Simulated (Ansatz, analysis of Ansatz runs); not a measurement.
**Can an added electron hop between V atoms in VSeO4 (P2_1/c)?**

Question: does an added electron stay on the V atom where it is started in VSeO4 (P2_1/c), and if so, how high is the barrier for a hop to another V site nearby? Model: a cell of 48 host atoms.

Calculated with Ansatz 0.2.0; plane-wave PAW DFT, PBEsol+U; relaxation of all atoms of a supercell at fixed charge in a uniform background; PAW set soft_1.

**1. The starting structure**

The cell holds 48 atoms: 8 V, 8 Se and 32 O. Cell: a = 7.761 Å, b = 9.863 Å, c = 8.016 Å, α = 90.0°, β = 99.4°, γ = 90.0°. It derives from VSeO4 (space group P2_1/c). Nearest the centre at fractional (0.242, 0.504, 0.196): O18 at 0.33 Å, V26 at 1.94 Å, V2 at 1.94 Å, O14 at 2.44 Å, O10 at 2.54 Å, O22 at 2.59 Å, O36 at 2.62 Å, O12 at 2.96 Å.

Hubbard terms: V d 4.0 eV. They were chosen, not fitted, to curb self-interaction in the shells named, the trial site's among them. The two sites are V2 and V26. The cell's shortest repeat is 7.8 Å. The host's moments were started antiferromagnetic in the unit cell, high spin; both sites carry the same spin direction.

**2. The cell without the carrier**

The neutral cell is relaxed first, from small random displacements, so that bond lengths and moments with the carrier can be set beside those of a relaxed cell without it.

neutral.relax/input.yaml reads:

```yaml
crystal:
  lattice:
    - [7.76124563, 0.0, -0.02878868]
    - [0.0, 9.8632129, 0.0]
    - [-1.28652943, 0.0, 7.91242888]
  atoms:
    - { symbol: V, position: [0.007771, 0.004354, 0.303916], spin: 1.0 }
    - { symbol: V, position: [0.492229, 0.504354, 0.196084], spin: 1.0 }
    - { symbol: V, position: [0.492228, 0.995646, 0.696084], spin: -1.0 }
    - { symbol: V, position: [0.007772, 0.495646, 0.803916], spin: -1.0 }
    - { symbol: Se, position: [0.0956, 0.790794, 0.035291] }
    - { symbol: Se, position: [0.4044, 0.290794, 0.464709] }
    - { symbol: Se, position: [0.4044, 0.209206, 0.964709] }
    - { symbol: Se, position: [0.0956, 0.709206, 0.535291] }
    - { symbol: O, position: [0.490051, 0.871245, 0.496699] }
    - { symbol: O, position: [0.009949, 0.371245, 0.003301] }
    - { symbol: O, position: [0.009948, 0.128755, 0.503301] }
    - { symbol: O, position: [0.490052, 0.628755, 0.996699] }
    - { symbol: O, position: [0.431851, 0.166573, 0.173822] }
    - { symbol: O, position: [0.068149, 0.666573, 0.326178] }
    - { symbol: O, position: [0.068148, 0.833427, 0.826178] }
    - { symbol: O, position: [0.431852, 0.333427, 0.673822] }
    - { symbol: O, position: [0.217132, 0.992818, 0.302101] }
    - { symbol: O, position: [0.282868, 0.492818, 0.197899] }
    - { symbol: O, position: [0.282867, 0.007182, 0.697899] }
    - { symbol: O, position: [0.217133, 0.507182, 0.802101] }
    - { symbol: O, position: [0.436642, 0.885627, 0.101119] }
    - { symbol: O, position: [0.063358, 0.385627, 0.398881] }
    - { symbol: O, position: [0.063357, 0.114373, 0.898881] }
    - { symbol: O, position: [0.436643, 0.614373, 0.601119] }
    - { symbol: V, position: [0.507771, 0.004354, 0.303916], spin: 1.0 }
    - { symbol: V, position: [0.992229, 0.504354, 0.196084], spin: 1.0 }
    - { symbol: V, position: [0.992228, 0.995646, 0.696084], spin: -1.0 }
    - { symbol: V, position: [0.507772, 0.495646, 0.803916], spin: -1.0 }
    - { symbol: Se, position: [0.5956, 0.790794, 0.035291] }
    - { symbol: Se, position: [0.9044, 0.290794, 0.464709] }
    - { symbol: Se, position: [0.9044, 0.209206, 0.964709] }
    - { symbol: Se, position: [0.5956, 0.709206, 0.535291] }
    - { symbol: O, position: [0.990051, 0.871245, 0.496699] }
    - { symbol: O, position: [0.509949, 0.371245, 0.003301] }
    - { symbol: O, position: [0.509948, 0.128755, 0.503301] }
    - { symbol: O, position: [0.990052, 0.628755, 0.996699] }
    - { symbol: O, position: [0.931851, 0.166573, 0.173822] }
    - { symbol: O, position: [0.568149, 0.666573, 0.326178] }
    - { symbol: O, position: [0.568148, 0.833427, 0.826178] }
    - { symbol: O, position: [0.931852, 0.333427, 0.673822] }
    - { symbol: O, position: [0.717132, 0.992818, 0.302101] }
    - { symbol: O, position: [0.782868, 0.492818, 0.197899] }
    - { symbol: O, position: [0.782867, 0.007182, 0.697899] }
    - { symbol: O, position: [0.717133, 0.507182, 0.802101] }
    - { symbol: O, position: [0.936642, 0.885627, 0.101119] }
    - { symbol: O, position: [0.563358, 0.385627, 0.398881] }
    - { symbol: O, position: [0.563357, 0.114373, 0.898881] }
    - { symbol: O, position: [0.936643, 0.614373, 0.601119] }
basis:
  ecutwfc: 420
  xc_grid: 2
hamiltonian:
  xc: pbesol
  hubbard:
    sites: [{ species: V, l: d, u_eff: 4.0 }]
    projectors: ortho-atomic
  pseudopotentials: { kind: paw, azcp: { folder: soft_1 }, xc_functional: pbe }
kpoints:
  mp_grid: { grid: [1, 1, 1] }
magnetization:
  spin_polarized: true
  initial_magnetization: 0
  spin_locking: { lock_magnetization: hard }
scf:
  occupations: { method: fermi_dirac, width: 0.01 }
  max_iter: 120
  lower_state_search: "off"
output:
  forces: true
relax:
  f_tol: 0.02
  max_steps: 70
  random_displacement: { amplitude: 0.04, seed: 1626 }
checkpoint:
  write: "../neutral.relax.run"
  compress: false
  write_wavefunctions: true
  write_every: 100000
```

Launch:

```sh
ansatz run input.yaml --threads 32 --pin off --max-ram 84787MiB --backend cuda --events-out ev --progress --plain --runs-dir out --max-vram 78GiB
```

Numbers of over 12 decimals in the logs are rounded to 6 here.

The log of the run:

```text
[... repeated set-up lines and file paths are left out, and long positions are rounded to six places ...]
Engine: ansatz 0.2.0, aarch64-unknown-linux-gnu
Pseudopotentials: kind: paw
Pseudopotential: V, paw, valence charge 13, recommended cutoff 420 eV (normal), soft_1/V.paw.azcp
Pseudopotential: Se, paw, valence charge 16, recommended cutoff 420 eV (normal), soft_1/Se.paw.azcp
Pseudopotential: O, paw, valence charge 6, recommended cutoff 420 eV (normal), soft_1/O.paw.azcp
Functional definition: PBEsol
  exchange = pbesol_x
  correlation = pbesol_c
[...]
Crystal: 48 atoms, lattice volume = 605.338 Å³
Basis set: ecut = 420 eV, 11813 PW (Γ), exchange–correlation on 108×144×108 points (8 copies of the dense FFT grid, shifted against one another)
Bands: 260, of which v1, the nominal top of the filled ones, is band 212 counted from 1 (211 counted from 0)
Symmetry: 1 space group operations
k-points: 1
Non-local potential: V, projectors of the file, l = 0: 3, l = 1: 2, l = 2: 3, l = 3: 1
Non-local potential: Se, projectors of the file, l = 0: 2, l = 1: 2, l = 2: 3, l = 3: 1
Non-local potential: O, projectors of the file, l = 0: 2, l = 1: 2, l = 2: 1
PAW form: soft (Blöchl's): semilocal exchange-correlation on the pseudo side does not see the compensation charge
PAW frozen core: V, regenerated for the run's functional, and the local potential with it (the file was generated under x = pbe(κ = 0.804, μ = 0.219515), c = pbe(β = 0.066725))
[...]
Internal energy: -84389.451541 eV  (E = F + TS)
E sigma→0 (E₀):  -84389.451541 eV
Fermi energy:    7.620778 (↑ 7.620771, ↓ 7.620785) eV
--- Per-component energies (eV) ---
  E_band       = -6012.101688
  E_kinetic    = 8587.467719
  E_local      = -46623.142662  (includes V_loc(G=0)·N_el)
  E_nonlocal   = -479.759555
  E_hartree    = 20908.152979
  E_xc         = -3829.277135
  E_vxc        = -4754.953312  (∫ρ·V_xc dr)
  E_hubbard    = 25.754567  (on-site DFT+U / exact-exchange correction)
  E_vhub       = 1.112372  (the Hubbard potential's part of the band-sum identity)
  E_paw        = -30484.904619  (= ΣΔE_a)
  E_vpaw       = -4559.166144  (= ΣTr[D̂ρ^β])
  E_aug_tail   = 0.029880  (compensation charges beyond the density's cutoff)
  E_ewald      = -32504.166977
  E_core_change = 10.394262  (= ΣΔE_core)
  E_smearing   = -0.000000  (= −TS)
  E_closure    = -0.000000  (closes the sum)
  Σ components = -84389.451541   (vs F -84389.451541, Δ=0.00e0)
--- Forces (eV/Å), atoms counted from 1 ---
  atom   1  V     -0.00687451    -0.00246819     0.01074234
  atom   2  V      0.00706891     0.00379214    -0.01459128
  [... 4 atoms left out ...]
  [... 42 more lines of this table ...]
  max |Σ_I F_I| component: 1.11e-4 eV/Å
--- Band table (eV) ---
  k-point 0 ↑: bands = ["-58.2581", "-58.2579", "-58.2575", "-58.2571", "-57.1806", "-57.1802", "-57.1801", "-57.1793", "-42.8387", [... rest cut ...]
  k-point 0 ↓: bands = ["-58.2581", "-58.2577", "-58.2575", "-58.2568", "-57.1806", "-57.1805", "-57.1801", "-57.1796", "-42.8389", [... rest cut ...]
Occupation matrices written to <dir>
--- Relaxed structure (5 steps of the walk, 5 accepted, 0 SCFs on fresh bases) ---
  F+E_penalty+E_count = -84389.45154093 eV   max|allowed force component| = 1.468e-2 eV/Å
  atoms:
    - { symbol: V, position: [0.008170, 0.005636, 0.304158] }
    - { symbol: V, position: [0.489872, 0.505581, 0.195135] }
    [... 4 atoms left out ...]
  [... 42 more lines of this table ...]
[key lines of the parts left out:]
SCF converged after 11 iterations
Magnetization: 0.0000 μB (212.0000 up, 212.0000 down)
Free energy (F): -84389.451541 eV
```

The job ended after 4.3 s (1 × NVIDIA GB200 with 32 threads of Arm Neoverse V2, shared host; peak memory 1.1 GiB).

The largest displacement from an ideal site is 0.138 Å.

**3. The electron on the first site**

The nearest neighbour or neighbours of the site start displaced and the site's starting moment is changed by the carrier's spin, since a carrier doesn't trap itself in the undistorted lattice.

A.relax/input.yaml reads:

```yaml
crystal:
  lattice:
    - [7.76124563, 0.0, -0.02878868]
    - [0.0, 9.8632129, 0.0]
    - [-1.28652943, 0.0, 7.91242888]
  atoms:
    - { symbol: V, position: [0.00817, 0.005636, 0.304158], spin: 1.0 }
    - { symbol: V, position: [0.489872, 0.505581, 0.195135], spin: 2.0 }
    - { symbol: V, position: [0.489919, 0.995139, 0.695181], spin: -1.0 }
    - { symbol: V, position: [0.007954, 0.495174, 0.804125], spin: -1.0 }
    - { symbol: Se, position: [0.091969, 0.79284, 0.033531] }
    - { symbol: Se, position: [0.405875, 0.292927, 0.465758] }
    - { symbol: Se, position: [0.405936, 0.207895, 0.965738] }
    - { symbol: Se, position: [0.09193, 0.707915, 0.533517] }
    - { symbol: O, position: [0.487898, 0.872395, 0.498351] }
    - { symbol: O, position: [0.010025, 0.372388, 0.000944] }
    - { symbol: O, position: [0.010272, 0.12844, 0.500992] }
    - { symbol: O, position: [0.487853, 0.628364, 0.998256] }
    - { symbol: O, position: [0.436226, 0.16842, 0.176641] }
    - { symbol: O, position: [0.061752, 0.668355, 0.322624] }
    - { symbol: O, position: [0.061635, 0.832342, 0.822629] }
    - { symbol: O, position: [0.436069, 0.332415, 0.676659] }
    - { symbol: O, position: [0.21468, 0.97948, 0.299183] }
    - { symbol: O, position: [0.267877, 0.478679, 0.200023] }
    - { symbol: O, position: [0.283368, 0.021053, 0.70013] }
    - { symbol: O, position: [0.214458, 0.521259, 0.799095] }
    - { symbol: O, position: [0.432892, 0.888796, 0.095513] }
    - { symbol: O, position: [0.064923, 0.388859, 0.403788] }
    - { symbol: O, position: [0.065163, 0.111932, 0.903772] }
    - { symbol: O, position: [0.432821, 0.612011, 0.595538] }
    - { symbol: V, position: [0.508032, 0.005665, 0.304089], spin: 1.0 }
    - { symbol: V, position: [0.98986, 0.505578, 0.19525], spin: 1.0 }
    - { symbol: V, position: [0.98993, 0.995167, 0.695226], spin: -1.0 }
    - { symbol: V, position: [0.508061, 0.495174, 0.804038], spin: -1.0 }
    - { symbol: Se, position: [0.592043, 0.792841, 0.033485] }
    - { symbol: Se, position: [0.905873, 0.29282, 0.465874] }
    - { symbol: Se, position: [0.906, 0.207864, 0.965843] }
    - { symbol: Se, position: [0.59199, 0.707902, 0.533418] }
    - { symbol: O, position: [0.987876, 0.8724, 0.498352] }
    - { symbol: O, position: [0.510021, 0.372375, 0.000815] }
    - { symbol: O, position: [0.509873, 0.12841, 0.500899] }
    - { symbol: O, position: [0.987845, 0.62838, 0.998423] }
    - { symbol: O, position: [0.936308, 0.168415, 0.176764] }
    - { symbol: O, position: [0.566392, 0.678323, 0.330635] }
    - { symbol: O, position: [0.562002, 0.832396, 0.822604] }
    - { symbol: O, position: [0.936003, 0.332361, 0.676747] }
    - { symbol: O, position: [0.714585, 0.97965, 0.299198] }
    - { symbol: O, position: [0.783285, 0.479523, 0.200007] }
    - { symbol: O, position: [0.783394, 0.021386, 0.699944] }
    - { symbol: O, position: [0.714604, 0.521254, 0.799124] }
    - { symbol: O, position: [0.932886, 0.888827, 0.095652] }
    - { symbol: O, position: [0.565055, 0.388828, 0.40367] }
    - { symbol: O, position: [0.565075, 0.111968, 0.903637] }
    - { symbol: O, position: [0.932754, 0.612006, 0.595559] }
total_charge: -1
basis:
  ecutwfc: 420
  xc_grid: 2
hamiltonian:
  xc: pbesol
  hubbard:
    sites: [{ species: V, l: d, u_eff: 4.0 }]
    projectors: ortho-atomic
  pseudopotentials: { kind: paw, azcp: { folder: soft_1 }, xc_functional: pbe }
kpoints:
  mp_grid: { grid: [1, 1, 1] }
magnetization:
  spin_polarized: true
  initial_magnetization: 1
  spin_locking: { lock_magnetization: hard }
scf:
  occupations: { method: fermi_dirac, width: 0.01 }
  max_iter: 120
  lower_state_search: "off"
output:
  forces: true
relax:
  f_tol: 0.015
  max_steps: 70
  escape_saddle: false
checkpoint:
  write: "../A.relax.run"
  compress: false
  write_wavefunctions: true
  write_every: 100000
```

The log of the run:

```text
[...]
Crystal: 48 atoms, lattice volume = 605.338 Å³
Basis set: ecut = 420 eV, 11813 PW (Γ), exchange–correlation on 108×144×108 points (8 copies of the dense FFT grid, shifted against one another)
Bands: 261, of which v1, the nominal top of the filled ones, is band 213 counted from 1 (212 counted from 0)
Symmetry: 1 space group operations
[...]
k-points: 1
[...]
Starting moments: Σ|m| = 9 μB on 8 of 48 sites
[...]
SCF iter   1: F=—  HF=-84405.338851 eV  |Δ(HF+E_count)|=         —  Δρ=7.28e-2 (↑7.28e-2 ↓6.79e-2)  dr2=2.24e2  dr2_m=2.65e0  M=1.000 μB ∫|m|=14.515 μB  Hψ=1636
[...]
spin=Collinear: Kerker preconditioning applied to the charge; magnetization (m = ρ↑ − ρ↓) channel mixes plain (no charge-response kernel on spin).
SCF iter   2: F=—  HF=-84389.080599 eV  |Δ(HF+E_count)|=    1.63e1  Δρ=3.95e-2 (↑3.95e-2 ↓3.79e-2)  dr2=4.85e1  dr2_m=1.64e0  M=1.000 μB ∫|m|=12.695 μB  Hψ=1041
SCF iter   3: F=—  HF=-84383.300521 eV  |Δ(HF+E_count)|=    5.78e0  Δρ=2.27e-2 (↑2.26e-2 ↓2.27e-2)  dr2=1.98e1  dr2_m=5.91e-1  M=1.000 μB ∫|m|=12.979 μB  Hψ=788
[...]
SCF iter  20: F=-84380.781767 eV  HF=-84380.781768 eV  |Δ(HF+E_count)|=   3.30e-6  Δρ=1.43e-5 (↑1.43e-5 ↓1.13e-5)  dr2=3.15e-6  dr2_m=1.63e-7  M=1.000 μB ∫|m|=11.831 μB  Hψ=1368
SCF 1 converged in 20 iterations: F = -84380.781767 eV  dr2 = 3.15e-6
[...]
relax step   1: F+E_penalty+E_count = -84380.78176713 eV  Δ(F+E_penalty+E_count) = +0.000e0 eV  max|allowed force component| = 2.624e0 eV/Å  Δτ_max = 0.0000 Å  (20 SCF iters, dr2 threshold 5.63e-6 eV, accepted)
[...]
relax step   2: F+E_penalty+E_count = -84381.08064128 eV  Δ(F+E_penalty+E_count) = -2.989e-1 eV  max|allowed force component| = 1.810e0 eV/Å  Δτ_max = 0.1198 Å  (11 SCF iters, dr2 threshold 1.00e-4 eV, accepted)
relax step   3: F+E_penalty+E_count = -84381.25521421 eV  Δ(F+E_penalty+E_count) = -1.746e-1 eV  max|allowed force component| = 6.570e-1 eV/Å  Δτ_max = 0.1253 Å  (12 SCF iters, dr2 threshold 1.00e-4 eV, accepted)
relax step   4: F+E_penalty+E_count = -84381.29256969 eV  Δ(F+E_penalty+E_count) = -3.736e-2 eV  max|allowed force component| = 2.540e-1 eV/Å  Δτ_max = 0.0463 Å  (11 SCF iters, dr2 threshold 5.68e-5 eV, accepted)
relax step   5: F+E_penalty+E_count = -84381.30229146 eV  Δ(F+E_penalty+E_count) = -9.722e-3 eV  max|allowed force component| = 6.496e-2 eV/Å  Δτ_max = 0.0305 Å  (12 SCF iters, dr2 threshold 8.50e-6 eV, accepted)
relax step   6: F+E_penalty+E_count = -84381.30388883 eV  Δ(F+E_penalty+E_count) = -1.597e-3 eV  max|allowed force component| = 3.120e-2 eV/Å  Δτ_max = 0.0097 Å  (11 SCF iters, dr2 threshold 2.76e-7 eV, accepted)
relax step   7: F+E_penalty+E_count = -84381.30445866 eV  Δ(F+E_penalty+E_count) = -5.698e-4 eV  max|allowed force component| = 2.156e-2 eV/Å  Δτ_max = 0.0071 Å  (11 SCF iters, accepted)
relax step   8: F+E_penalty+E_count = -84381.30226415 eV  Δ(F+E_penalty+E_count) = +2.195e-3 eV  max|allowed force component| = 9.175e-2 eV/Å  Δτ_max = 0.0180 Å  (16 SCF iters, rejected (line search))
[...]
SCF iter   3: F=—  HF=-84381.302159 eV  |Δ(HF+E_count)|=   2.31e-3  Δρ=4.31e-4 (↑4.28e-4 ↓4.31e-4)  dr2=1.38e-3  dr2_m=3.10e-4  M=1.000 μB ∫|m|=11.924 μB  Hψ=737
[...]
SCF iter   5: F=—  HF=-84381.300665 eV  |Δ(HF+E_count)|=   3.12e-3  Δρ=4.50e-5 (↑4.50e-5 ↓4.50e-5)  dr2=2.07e-5  dr2_m=4.17e-6  M=1.000 μB ∫|m|=11.927 μB  Hψ=658
[...]
SCF iter  14: F=—  HF=-84381.304737 eV  |Δ(HF+E_count)|=   2.03e-7  Δρ=2.45e-6 (↑2.44e-6 ↓2.45e-6)  dr2=1.04e-7  dr2_m=8.47e-9  M=1.000 μB ∫|m|=11.929 μB  Hψ=853
[...]
SCF iter  16: F=-84381.304737 eV  HF=-84381.304737 eV  |Δ(HF+E_count)|=   1.19e-8  Δρ=1.16e-6 (↑1.16e-6 ↓1.13e-6)  dr2=2.51e-8  dr2_m=2.08e-9  M=1.000 μB ∫|m|=11.929 μB  Hψ=1391
SCF 9 converged in 16 iterations: F = -84381.304737 eV  dr2 = 2.51e-8
relax step   9: F+E_penalty+E_count = -84381.30473688 eV  Δ(F+E_penalty+E_count) = -2.782e-4 eV  max|allowed force component| = 9.650e-3 eV/Å  Δτ_max = 0.0059 Å  (16 SCF iters, accepted)
[...]
NSCF: frozen V_eff on 1 k-points
[...]
SCF converged after 16 iterations
[...]
Magnetization: 1.0000 μB (213.0000 up, 212.0000 down)
Absolute magnetization: 11.9534 μB (∫|ρ↑−ρ↓|, with the PAW one-centre terms)
[...]
Per-site moments (μB) at R_I (Å): [(0.726590, 0.673143), (1.394127, 0.758291), (-0.722666, 0.673182), [... 6 left out ...]
Free energy (F): -84381.304737 eV
[...]
Internal energy: -84381.304737 eV  (E = F + TS)
E sigma→0 (E₀):  -84381.304737 eV
Fermi energy:    8.039255 (↑ 8.076888, ↓ 7.624025) eV
[...]
--- Forces (eV/Å), atoms counted from 1 ---
  atom   1  V     -0.00499140    -0.00291665    -0.00266646
  atom   2  V      0.00046692    -0.00022939     0.00574857
  [... 4 atoms left out ...]
  [... 42 more lines of this table ...]
  max |Σ_I F_I| component: 2.47e-5 eV/Å
--- Band table (eV) ---
[...]
Occupation matrices written to <dir>
--- Relaxed structure (9 steps of the walk, 8 accepted, 0 SCFs on fresh bases) ---
  F+E_penalty+E_count = -84381.30473688 eV   max|allowed force component| = 9.650e-3 eV/Å
  atoms:
    - { symbol: V, position: [0.006361, 0.006369, 0.304105] }
    - { symbol: V, position: [0.508799, 0.503344, 0.200965] }
    [... 4 atoms left out ...]
  [... 42 more lines of this table ...]
```

Wall time 7.8 s (1 × NVIDIA GB200 with 32 threads); peak memory 1.1 GiB.

Relaxation path:

```
step  energy less that of the first step (eV)  largest force component (eV/Å)
   1                                   0.0000                          2.6241
   2                                  -0.2989                          1.8104
   3                                  -0.4734                          0.6570
   4                                  -0.5108                          0.2540
   5                                  -0.5205                          0.0650
   6                                  -0.5221                          0.0312
   7                                  -0.5227                          0.0216
   8                                  -0.5205                          0.0918
   9                                  -0.5230                          0.0097
```

Relaxation step 8 was tried and not accepted.

The atoms that moved most (Å):

```
atom      dx      dy      dz  length
 V26   0.261  -0.023   0.062   0.269
 O42   0.171  -0.043  -0.020   0.177
  V2   0.139  -0.022   0.046   0.148
 O22   0.056  -0.018   0.115   0.129
 O40  -0.102   0.013  -0.015   0.104
 O14   0.068   0.034   0.053   0.093
 O12  -0.071   0.037  -0.043   0.091
 O38   0.030  -0.080  -0.024   0.089
```

The moves above count from the input, in which the site's nearest neighbours were already displaced; the distances below compare with the cell without the carrier.

Distances from V2 without and with the electron:

```
atom  without (Å)  with (Å)
 O18         1.63      1.84
 O38         1.94      1.95
 O12         1.99      2.08
 O46         2.03      2.04
 O34         2.06      2.09
```

The largest changes of the moments are 0.67 μB on V2, 0.21 μB on V26 and -0.07 μB on O42. The largest part sits on the chosen site.

(Part 1 of 2 ends here.)

[Logs are printed without paths, hosts, clocks, repeated set-up lines and the standing remarks that a program may print on its own settings, such as how far it seeks lower states.]

[Hosts, paths, dates, database ids (printed as entryN), source tags and the programs' standing remarks are cut or masked in the printed files.]
